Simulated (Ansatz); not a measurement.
# Quasiparticle gap of WS2 (layered bulk) (P6_3/mmc), part 2 of 3

Aim: the quasiparticle gap of WS2 (layered bulk) (P6_3/mmc), starting from PBEsol.

Ansatz 0.2.0; PBEsol, then G0W0 on it, plane waves, PAW. Known limits of the many-body steps: finite bands, screening cutoff and k mesh; no spin-orbit coupling in G0W0.

So far. Step 2 (Relaxing the structure): The program's warnings for this run: band table not solved further. The relaxed cell has a = 3.115, c = 11.777 Å (conventional setting).

## 3. Bands along the symmetry lines

Levels along a band path and on the mesh show where this functional puts the band edges.

This step: DFT, PBEsol, plane waves, PAW; PAW set soft_1.

input.yaml reads:

```yaml
crystal:
  lattice:
    - [3.1149875803, 0.0, 0.0]
    - [-1.5574937902, 2.697658377, 0.0]
    - [0.0, 0.0, 11.7767699793]
  atoms:
    - { symbol: W, position: [0.3333333333, 0.6666666667, 0.25] }
    - { symbol: S, position: [0.6666666667, 0.3333333333, 0.3835053407] }
    - { symbol: S, position: [0.6666666667, 0.3333333333, 0.1164946593] }
    - { symbol: W, position: [0.6666666667, 0.3333333333, 0.75] }
    - { symbol: S, position: [0.3333333333, 0.6666666667, 0.8835053407] }
    - { symbol: S, position: [0.3333333333, 0.6666666667, 0.6164946593] }
kpoints:
  mp_grid: { grid: [12, 12, 2] }
  band_path:
    path:
      - [[0.0, 0.0, 0.0], [0.5, 0.0, 0.0], [0.33333333, 0.33333333, 0.0], [0.0, 0.0, 0.0], [0.0, 0.0, 0.5], [0.5, 0.0, 0.5], [0.33333333, 0.33333333, 0.5], [0.0, 0.0, 0.5]]
      - [[0.5, 0.0, 0.5], [0.5, 0.0, 0.0]]
      - [[0.33333333, 0.33333333, 0.5], [0.33333333, 0.33333333, 0.0]]
    npoints: 10
hamiltonian:
  xc: pbesol
  pseudopotentials: { kind: paw, azcp: { folder: soft_1 }, xc_functional: pbe }
scf:
  occupations: { method: fermi_dirac, width: 0.02 }
  n_extra_bands: 6
output:
  eigenvalues: true
  forces: true
  stress: true
  write_density: true
  write_potential: true
  elf: true
  volumetric_format: npy
```

Launch:

```console
ansatz run input.yaml --threads 3 --pin off --max-ram 92160MiB --backend cuda --events-out ev --progress --plain --runs-dir out --devices 1 --max-vram 13GiB
```

Numbers of over 12 decimals in the logs are rounded to 6 here.

Output:

```text
[...]
GPUs: using 1 of 1 available (devices: 1).
[...]
GPU FFT provider: cuFFT
GPU libraries: cuBLAS 13.8.2, cuFFT 12.4.0, cuSOLVER 12.3.4
Crystal: 6 atoms, lattice volume = 98.962 Å³
Basis set: ecut = 420 eV, 1923 PW (Γ), exchange–correlation on 48×48×160 points (8 copies of the dense FFT grid, shifted against one another)
Bands: 32, of which v1, the nominal top of the filled ones, is band 26 counted from 1 (25 counted from 0)
Symmetry: 24 space group operations
[...]
k-points: 38 of 288
[...]
GPU buffer pool allocated for 46080 grid points (all kernels)
[...]
SCF iter   1: F=—  HF=-24061.087603 eV  |F-HF|=—  |Δ(HF+E_count)|=         —  Δρ=4.26e-2  dr2=3.56e0  ethr=3.10e-3  ⟨swp⟩=9.6  Hψ=7147  notcnv=0
[...]
SCF iter   8: F=-24060.088853 eV  HF=-24060.088853 eV  |F-HF|=4.13e-8  |Δ(HF+E_count)|=   2.10e-6  Δρ=5.82e-6  dr2=3.50e-8  ethr=1.92e-10  ⟨swp⟩=15.7  Hψ=14636  notcnv=0
SCF 1 converged in 8 iterations: F = -24060.088853 eV  dr2 = 3.50e-8
[...]
NSCF: frozen V_eff on 93 k-points
SCF converged after 8 iterations
Free energy (F): -24060.088853 eV
[...]
Internal energy: -24060.088853 eV  (E = F + TS)
E sigma→0 (E₀):  -24060.088853 eV
Fermi energy:    13.291426 eV
[...]
--- Forces (eV/Å), atoms counted from 1 ---
  atom   1  W      0.00000000    -0.00000000     0.00000000
  atom   2  S     -0.00000000     0.00000000    -0.01662174
  atom   3  S     -0.00000000     0.00000000     0.01662174
  atom   4  W     -0.00000000     0.00000000     0.00000000
  atom   5  S      0.00000000    -0.00000000    -0.01662174
  atom   6  S      0.00000000    -0.00000000     0.01662174
  max |Σ_I F_I| component: 1.62e-17 eV/Å
--- Stress (GPa, compression-positive) ---
        4.072483      -0.000000       0.000000
       -0.000000       4.072483      -0.000000
        0.000000      -0.000000       4.249313
  P = ⅓ Tr σ = 4.1314 GPa (41.314 kbar)
--- Band table (eV; the first three rows and the last of 38) ---
  k-point 0: bands = [... 22 lower, 10.6946, 11.3822, 11.7139, 12.9788, 15.1831, 15.1831, 15.2008, 15.2008, ... 2 higher]
  k-point 1: bands = [... 22 lower, 10.6437, 10.6437, 12.6680, 12.6680, 15.1732, 15.1732, 15.1732, 15.1732, ... 2 higher]
  k-point 2: bands = [... 22 lower, 10.6763, 11.4146, 11.7946, 12.6787, 15.0501, 15.0977, 15.1030, 15.1701, ... 2 higher]
  k-point 37: bands = [... 22 lower, 9.6195, 9.6195, 12.1126, 12.1126, 14.2429, 14.2429, 15.2483, 15.2483, ... 2 higher]
```

It took 11 s on 1 × NVIDIA H100 80GB HBM3 (shared by 6 runs) with 3 threads of AMD EPYC 7R13 (Zen 3), shared host; peak memory 0.94 GiB; 8.4 s of CPU time.

The column dr2 measures how far the density is from self-consistency, as an energy; F and HF (Harris–Foulkes) agree once it is small.

Numbers from this step:

* pressure: 4.131 GPa
* filled bands: 26
* gap: 0.6610 eV
* valence top at: Γ
* conduction bottom at: k = (0.167, 0.167, 0.000)
* least direct gap: 1.922 eV

Over mesh and path the gap is 0.661 eV, from k = Γ to k = (0.167, 0.167, 0.000). The least direct gap found is 1.922 eV, at k = (0.333, 0.333, 0.000). The pressure in this cell is 4 GPa; the cell is kept.

Electronic bands along the path, in eV, zero at the top of the highest nominally filled band:

```csv
point,band 23,band 24,band 25,band 26,band 27,band 28,band 29,band 30
Γ,-2.28,-1.60,-1.26,0.00,2.20,2.20,2.22,2.22
halfway,-2.65,-1.94,-1.93,-1.72,1.15,1.66,2.05,2.28
M,-2.15,-2.01,-1.78,-1.71,2.30,2.38,2.42,2.92
halfway,-3.27,-2.68,-1.50,-1.08,1.89,2.05,2.24,2.78
K,-3.00,-3.00,-1.01,-0.66,1.26,1.26,1.51,3.17
halfway,-2.21,-2.01,-1.75,-1.71,0.66,1.80,1.94,2.01
Γ,-2.28,-1.60,-1.26,0.00,2.20,2.20,2.22,2.22
halfway,-2.30,-2.28,-0.75,-0.07,2.19,2.19,2.21,2.21
A,-2.34,-2.34,-0.31,-0.31,2.19,2.19,2.19,2.19
halfway,-2.58,-2.58,-1.75,-1.75,1.66,1.66,1.83,1.83
L,-1.96,-1.96,-1.83,-1.83,2.33,2.33,2.73,2.73
halfway,-3.13,-3.13,-1.26,-1.26,1.97,1.97,2.64,2.64
H,-3.36,-3.36,-0.87,-0.87,1.26,1.26,2.27,2.27
halfway,-2.22,-2.22,-1.72,-1.72,1.17,1.17,2.15,2.15
A,-2.34,-2.34,-0.31,-0.31,2.19,2.19,2.19,2.19
jump to L,-1.96,-1.96,-1.83,-1.83,2.33,2.33,2.73,2.73
halfway,-2.10,-1.94,-1.83,-1.75,2.31,2.36,2.52,2.89
M,-2.15,-2.01,-1.78,-1.71,2.30,2.38,2.42,2.92
jump to H,-3.36,-3.36,-0.87,-0.87,1.26,1.26,2.27,2.27
halfway,-3.14,-3.14,-0.97,-0.73,1.26,1.26,1.72,2.93
K,-3.00,-3.00,-1.01,-0.66,1.26,1.26,1.51,3.17
```

Electrostatic potential energy in the ac plane at fractional y = 0.333, with atoms of S and W within 0.2 Å of it. With pseudopotentials it is smooth inside the atoms' cores, unlike the true potential.

Ten even steps from '0' (-32 eV) to '9' (17 eV), each cell a mean:
```
9999999999999999
9888889999999999
8777788999999999
8887888887777788
8888887531111246
6888874100000003
7889875200000014
8888887654334567
8877788888888888
8877788999999999
9999999999999999
9999999999999999
9999999998888899
9999998642111368
8999987300221026
8888887531001257
8777778877667788
6544567888999887
7655567888888887
8888888764434578
8999987410110036
8999987410110036
9999999865444678
9999999999999999
```
Columns run along a (3.1 Å; values clipped at the 3rd and 97th percentile), rows up along c (11.8 Å). Atoms in or near the plane, at fractional coordinates: S at (0.67, 0.38), S at (0.67, 0.12), W at (0.67, 0.75).

ELF in the ac plane at fractional y = 0.333, with atoms of S and W within 0.2 Å of it. It is the smooth field of the valence electrons, not physical close to the nuclei.

Values, 24 rows by 16 columns, each cell a mean:
```
0.24 0.36 0.44 0.46 0.40 0.29 0.18 0.10 0.06 0.06 0.06 0.06 0.06 0.06 0.07 0.13
0.61 0.71 0.75 0.76 0.72 0.64 0.50 0.32 0.18 0.09 0.06 0.06 0.07 0.13 0.25 0.44
0.71 0.75 0.76 0.76 0.75 0.72 0.64 0.50 0.34 0.23 0.18 0.17 0.20 0.28 0.44 0.60
0.63 0.69 0.71 0.71 0.69 0.65 0.54 0.40 0.29 0.25 0.25 0.25 0.24 0.25 0.34 0.49
0.29 0.41 0.49 0.50 0.44 0.33 0.26 0.31 0.45 0.57 0.62 0.63 0.59 0.50 0.35 0.25
0.22 0.24 0.33 0.35 0.27 0.21 0.34 0.58 0.69 0.55 0.30 0.25 0.47 0.68 0.65 0.42
0.22 0.27 0.37 0.38 0.31 0.22 0.28 0.49 0.65 0.63 0.51 0.48 0.60 0.66 0.56 0.34
0.43 0.54 0.60 0.60 0.56 0.47 0.35 0.28 0.31 0.40 0.47 0.48 0.43 0.33 0.27 0.30
0.69 0.73 0.74 0.74 0.73 0.70 0.62 0.48 0.34 0.25 0.22 0.21 0.22 0.29 0.42 0.58
0.69 0.75 0.77 0.77 0.75 0.71 0.60 0.45 0.29 0.18 0.13 0.12 0.14 0.22 0.38 0.56
0.50 0.63 0.70 0.70 0.65 0.54 0.38 0.22 0.11 0.06 0.04 0.04 0.05 0.08 0.16 0.32
0.10 0.16 0.22 0.23 0.19 0.13 0.09 0.10 0.15 0.21 0.25 0.26 0.23 0.17 0.11 0.08
0.23 0.09 0.04 0.04 0.07 0.17 0.38 0.59 0.74 0.83 0.87 0.87 0.85 0.78 0.65 0.45
0.62 0.31 0.11 0.09 0.22 0.52 0.76 0.86 0.86 0.80 0.73 0.72 0.78 0.85 0.87 0.81
0.71 0.44 0.21 0.17 0.35 0.64 0.80 0.81 0.63 0.24 0.05 0.04 0.13 0.51 0.79 0.82
0.62 0.38 0.20 0.18 0.31 0.54 0.74 0.81 0.75 0.54 0.34 0.31 0.46 0.70 0.81 0.77
0.30 0.20 0.17 0.17 0.19 0.27 0.40 0.53 0.61 0.63 0.61 0.61 0.62 0.63 0.57 0.45
0.22 0.30 0.36 0.38 0.34 0.27 0.22 0.22 0.24 0.25 0.25 0.26 0.26 0.25 0.22 0.20
0.22 0.24 0.28 0.29 0.27 0.24 0.25 0.30 0.36 0.39 0.39 0.39 0.39 0.38 0.32 0.25
0.43 0.24 0.16 0.15 0.21 0.36 0.56 0.69 0.74 0.70 0.63 0.61 0.67 0.73 0.72 0.62
0.69 0.44 0.23 0.20 0.36 0.62 0.79 0.82 0.67 0.33 0.12 0.09 0.22 0.57 0.80 0.81
0.70 0.41 0.17 0.14 0.31 0.61 0.80 0.83 0.71 0.43 0.25 0.22 0.35 0.63 0.82 0.82
0.48 0.20 0.07 0.06 0.14 0.39 0.66 0.82 0.89 0.91 0.92 0.92 0.91 0.90 0.85 0.73
0.11 0.06 0.05 0.05 0.06 0.09 0.19 0.34 0.50 0.62 0.69 0.71 0.66 0.55 0.39 0.23
```
Columns run along a (3.1 Å), rows up along c (11.8 Å). Atoms in or near the plane, at fractional coordinates: S at (0.67, 0.38), S at (0.67, 0.12), W at (0.67, 0.75).

## 4. G0W0 on the 9×9×2 mesh

G0W0 replaces the xc potential by a self-energy built once from the orbitals of the start. Levels are corrected in the window of bands that the input names, at points of the mesh.

This step: G0W0 on PBEsol, plane waves, PAW; PAW set soft_1.

input.yaml, the sections that differ from step 3:

```yaml
kpoints:
  mp_grid: { grid: [9, 9, 2] }
scf:
  occupations: { method: fixed }
gw:
  n_empty_bands: 412
  ecut_chi: 150.0
  qp_bands: [v2, c2]
  qp_kpoints: band_edges
  screening: { model: contour_deformation }
# crystal, hamiltonian: as in step 3
# output: removed
```

Output:

```text
GPUs: using 1 of 1 available (devices: 1).
[...]
GPU FFT provider: cuFFT
GPU libraries: cuBLAS 13.8.2, cuFFT 12.4.0, cuSOLVER 12.3.4
Crystal: 6 atoms, lattice volume = 98.962 Å³
Basis set: ecut = 420 eV, 1923 PW (Γ)
Bands: 32, of which v1, the nominal top of the filled ones, is band 26 counted from 1 (25 counted from 0)
Symmetry: 24 space group operations
[...]
k-points: 24 of 162
[...]
GPU buffer pool allocated for 46080 grid points (all kernels)
[...]
SCF iter   1: F=—  HF=-24061.088062 eV  |F-HF|=—  |Δ(HF+E_count)|=         —  Δρ=4.27e-2  dr2=3.55e0  ethr=3.10e-3  ⟨swp⟩=5.0  Hψ=3674  notcnv=0  defer=32
[...]
SCF iter   8: F=-24060.088632 eV  HF=-24060.088632 eV  |F-HF|=7.20e-9  |Δ(HF+E_count)|=   1.90e-6  Δρ=5.82e-6  dr2=5.23e-8  ethr=1.92e-10  ⟨swp⟩=6.8  Hψ=4119  notcnv=0
SCF 1 converged in 8 iterations: F = -24060.088632 eV  dr2 = 5.23e-8
[...]
NSCF: frozen V_eff on 24 k-points, pencils in batches of 32, up to order 128
the band table was solved once the SCF had ended and its energy, with any forces and stress, was formed, with the checks that follow a solve (3198 applications of the Hamiltonian). They found nothing against the state; the energy, forces and stress were not computed again (output.eigenvalues in the input reference)
[...]
G₀W₀ screening: q 1/24
[... further progress lines ...]
[...]
SCF converged after 8 iterations
Free energy (F): -24060.088632 eV
[...]
Internal energy: -24060.088632 eV  (E = F + TS)
E sigma→0 (E₀):  -24060.088632 eV
Fermi energy:    12.978758 eV
[...]
--- Band table (eV; the first three rows and the last of 24) ---
  k-point 0: bands = [... 22 lower, 10.6946, 11.3821, 11.7139, 12.9788, 15.1832, 15.1832, 15.2008, 15.2008, ... 2 higher]
  k-point 1: bands = [... 22 lower, 10.6438, 10.6438, 12.6680, 12.6680, 15.1732, 15.1732, 15.1732, 15.1732, ... 2 higher]
  k-point 2: bands = [... 22 lower, 10.6424, 11.4298, 11.7668, 12.4620, 14.8887, 14.9651, 15.0518, 15.1842, ... 2 higher]
  k-point 23: bands = [... 22 lower, 9.6195, 9.6195, 12.1127, 12.1127, 14.2429, 14.2429, 15.2483, 15.2483, ... 2 higher]
--- G₀W₀: contour deformation, 8 samples at zero and on the imaginary axis and 2 off it, 162 q-points, 412 empty bands' worth ---
  eigenvalues of the whole cell's RPA ε∞ on this k-mesh (on a slab, of 1 + 4πα/V) = 7.8085, 14.1479, 14.1479; static W/v taken at q = 0 is 0.085312
  bands read: the sum over 438 bands ends inside a degenerate multiplet in 2 slots, whose members it reads at an even weight; the widest, k=1: bands 437 to 440 (counted from 1) at 2/4 each
  gw.qp_kpoints: band_edges: 14 of 24 stored k-points solved, in 1 pass; an edge of the gap read off the rows below is read off those points alone
    valence top: of the k-points left out ik 11 came nearest to being solved in a further pass, in band 25 (counted from 1, as in the quasiparticle table): it holds the edge there only if its correction is more favourable than any solved in that band by at least 1.232 eV; those differ by 0.344 eV
    conduction bottom: of the k-points left out ik 19 came nearest to being solved in a further pass, in band 28 (counted from 1, as in the quasiparticle table): it holds the edge there only if its correction is more favourable than any solved in that band by at least 0.568 eV; those differ by 0.148 eV
    ik  band        ε_KS         Σx   Σc(E_QP)       V_xc       Z   E_QP_lin       E_QP  E_QP is
     0    25     11.7139   -18.8633     1.7757   -16.5993  0.7643    11.2225    11.2255  root
     0    26     12.9788   -19.5016     0.2816   -19.0507  0.7634    12.8093    12.8095  root
     0    27     15.1832   -13.9204    -4.1168   -18.2483  0.7521    15.3950    15.3943  root
     0    28     15.1832   -13.9204    -4.1168   -18.2483  0.7521    15.3950    15.3943  root
     1    25     12.6680   -19.2984     0.6167   -18.4571  0.7640    12.4429    12.4433  root
     1    26     12.6680   -19.2984     0.6167   -18.4571  0.7640    12.4429    12.4433  root
     1    27     15.1732   -13.7851    -4.3176   -18.4029  0.7621    15.4748    15.4735  root
     1    28     15.1732   -13.7851    -4.3176   -18.4029  0.7621    15.4748    15.4735  root
     2    25     11.7668   -18.9366     1.7679   -16.6830  0.7642    11.2781    11.2811  root
     2    26     12.4620   -19.2472     0.5389   -18.5239  0.7628    12.2773    12.2776  root
     2    27     14.8887   -13.8187    -4.1824   -18.2209  0.7572    15.1092    15.1084  root
     2    28     14.9651   -13.9315    -4.0668   -18.2189  0.7557    15.1864    15.1857  root
     3    25     12.3283   -19.2631     0.7790   -18.2539  0.7627    12.0977    12.0981  root
     3    26     12.3283   -19.2631     0.7790   -18.2539  0.7627    12.0977    12.0981  root
     3    27     15.0022   -13.8192    -4.2645   -18.3359  0.7593    15.2553    15.2544  root
     3    28     15.0022   -13.8192    -4.2645   -18.3359  0.7593    15.2553    15.2544  root
     4    25     11.2469   -18.9689     1.1369   -17.6503  0.7547    11.0648    11.0653  root
     4    26     11.4074   -19.1215     1.1008   -17.8251  0.7563    11.2114    11.2119  root
     4    27     14.1530   -13.4492    -4.0035   -17.6869  0.7689    14.3878    14.3872  root
     4    28     14.6626   -14.2954    -4.1028   -18.6589  0.7594    14.9242    14.9233  root
     6    25     10.7949   -19.7056     1.8703   -17.4621  0.7574    10.4197    10.4217  root
     6    26     11.0368   -19.0170     1.3430   -17.4664  0.7548    10.8286    10.8292  root
     6    27     14.4376   -13.8435    -4.2530   -18.3786  0.7653    14.7208    14.7197  root
     6    28     14.7574   -15.3183    -4.4252   -20.0814  0.7561    15.0971    15.0953  root
    10    25     11.5370   -19.0559     1.8550   -16.7187  0.7614    11.0518    11.0548  root
    10    26     11.7062   -19.1712     0.9201   -18.0554  0.7585    11.5101    11.5105  root
    10    27     14.1220   -13.4423    -3.8636   -17.5185  0.7684    14.3352    14.3347  root
    10    28     14.7678   -13.9821    -4.1877   -18.4294  0.7601    15.0283    15.0274  root
    12    25     11.1458   -19.5180     1.3002   -17.9989  0.7545    10.9261    10.9269  root
    12    26     11.2393   -19.5575     1.2318   -18.1345  0.7545    11.0475    11.0480  root
    12    27     13.7658   -13.3599    -3.8213   -17.4218  0.7732    14.0070    14.0064  root
    12    28     14.8117   -14.3434    -4.3751   -19.0231  0.7588    15.1178    15.1164  root
    13    25     11.2149   -19.5454     1.2763   -18.0575  0.7547    11.0026    11.0032  root
    13    26     11.2149   -19.5454     1.2763   -18.0575  0.7547    11.0026    11.0032  root
    13    27     14.2542   -13.8065    -4.0354   -18.1106  0.7688    14.5237    14.5229  root
    13    28     14.2542   -13.8065    -4.0354   -18.1106  0.7688    14.5237    14.5229  root
    18    25     11.3237   -19.2177     1.0983   -17.9289  0.7565    11.1328    11.1332  root
    18    26     11.4140   -19.3622     1.1172   -18.0338  0.7581    11.2023    11.2028  root
    18    27     13.8903   -13.5407    -3.8407   -17.6325  0.7737    14.1421    14.1414  root
    18    28     14.9857   -12.6725    -4.5390   -17.5711  0.7737    15.3471    15.3453  root
[...]
21    25     11.7554   -18.7847     0.7505   -17.8580  0.7638    11.5788    11.5791  root
    21    26     11.7554   -18.7847     0.7505   -17.8580  0.7638    11.5788    11.5791  root
    21    27     14.6826   -15.3004    -4.1612   -19.7585  0.7606    14.9807    14.9795  root
    21    28     14.6826   -15.3004    -4.1612   -19.7585  0.7606    14.9807    14.9795  root
    22    25     11.9701   -18.4494     0.5039   -17.7913  0.7665    11.8156    11.8159  root
    22    26     12.3210   -19.1234     0.3443   -18.6420  0.7663    12.1837    12.1839  root
    22    27     14.2426   -15.8554    -3.9477   -20.1272  0.7652    14.5679    14.5667  root
    22    28     14.2426   -15.8554    -3.9477   -20.1272  0.7652    14.5679    14.5667  root
    23    25     12.1127   -18.6383     0.4146   -18.0790  0.7668    11.9679    11.9681  root
    23    26     12.1127   -18.6383     0.4146   -18.0790  0.7668    11.9679    11.9681  root
    23    27     14.2429   -15.8637    -3.9480   -20.1359  0.7652    14.5682    14.5671  root
    23    28     14.2429   -15.8637    -3.9480   -20.1359  0.7652    14.5682    14.5671  root
```

Run time: 1.9 min. Hardware: 1 × NVIDIA H100 80GB HBM3 (shared by 6 runs) with 3 threads; peak memory 2.3 GiB.

Numbers from this step:

* bands summed: 438
* RPA ε∞ on this mesh (eigenvalues): 7.809, 14.15, 14.15
* plane waves in the screening matrix: 413
* q-points in the mesh: 162
* G0W0 gap over the corrected points: 1.197 eV
* k of the valence top: 0, 0, 0
* k of the conduction bottom: 0.1111, 0.2222, 0
* starting gap on the mesh: 0.7871 eV
* Z at the valence top: 0.7634
* Z at the conduction bottom: 0.7732
* least direct G0W0 gap over the corrected points: 2.383 eV

Over 14 of 24 irreducible mesh points the G0W0 gap is 1.197 eV, from k = Γ to k = (0.111, 0.222, 0.000). The PBEsol gap of this run on the mesh is 0.787 eV. The two states that bound the G0W0 gap lie that far apart at the start, so the correction of the gap is 1.197 − 0.787 = +0.410 eV. The start of this run differs from the step before in mesh (12×12×2 and 9×9×2).

Labels follow the order of the start: v1 is the top filled band, c1 the lowest empty one; levels that stay degenerate share a row, the window can cut a multiplet, doubted levels are not marked in this list, bands outside the window were not corrected, and the list may be a part of the corrected levels. Levels before and after the correction, in eV, zero at the valence-band top of each column:

```csv
,conduction bottom,valence top
Kohn-Sham,0.79,0.00
G0W0,1.20,0.00
```

```csv
,level,occupation,energy (eV)
Kohn-Sham,Γ v2,2,-1.265
Kohn-Sham,Γ v1,2,0.000
Kohn-Sham,Γ c1-c2,0,2.204
Kohn-Sham,(0.111 0.222 0) v2,2,-1.833
Kohn-Sham,(0.111 0.222 0) v1,2,-1.740
Kohn-Sham,(0.111 0.222 0) c1,0,0.787
Kohn-Sham,(0.111 0.222 0) c2,0,1.833
G0W0,Γ v2,2,-1.584
G0W0,Γ v1,2,0.000
G0W0,Γ c1-c2,0,2.585
G0W0,(0.111 0.222 0) v2,2,-1.883
G0W0,(0.111 0.222 0) v1,2,-1.761
G0W0,(0.111 0.222 0) c1,0,1.197
G0W0,(0.111 0.222 0) c2,0,2.307
```

The parts of the quasiparticle energy for the two states that bound the G0W0 gap, in eV on the run's own scale (QP = start + Σx + Σc − Vxc, with Σc at the quasiparticle energy):

```csv
edge,k,band,start,Σx,Σc,Vxc,Z,QP
valence top,Γ,26,12.979,−19.502,0.282,−19.051,0.763,12.809
conduction bottom,"(0.111, 0.222, 0.000)",27,13.766,−13.360,−3.821,−17.422,0.773,14.006
```

[end of part 2 of 3]

[Paths, hosts, dates, memory and timing lines, banners, echoed tables and standing remarks are left out of the program output.]

[Logs are printed without paths, hosts, clocks, repeated set-up lines and the standing remarks that a program may print on its own settings, such as how far it seeks lower states.]

[Runs of the session that timed out or met a known fault of the program may be left out.]

[Cells called generated may have been cut or substituted from an entry of the Crystallography Open Database or the Materials Project.]

[Hosts, paths, dates, database ids (printed as entryN), source tags and the programs' standing remarks are cut or masked in the printed files.]

[Where an RPA ε∞ is given, it is that of the G0W0 mesh and is not shown converged in it. Names of k-points follow the symmetry that the program found, which can be lower than the space group named. Band edges on a path are those of the sampled points; other points can move an edge, and change direct to indirect where valleys lie close.]

[Hybrid gaps are those of their k-mesh and are not shown converged in it.]
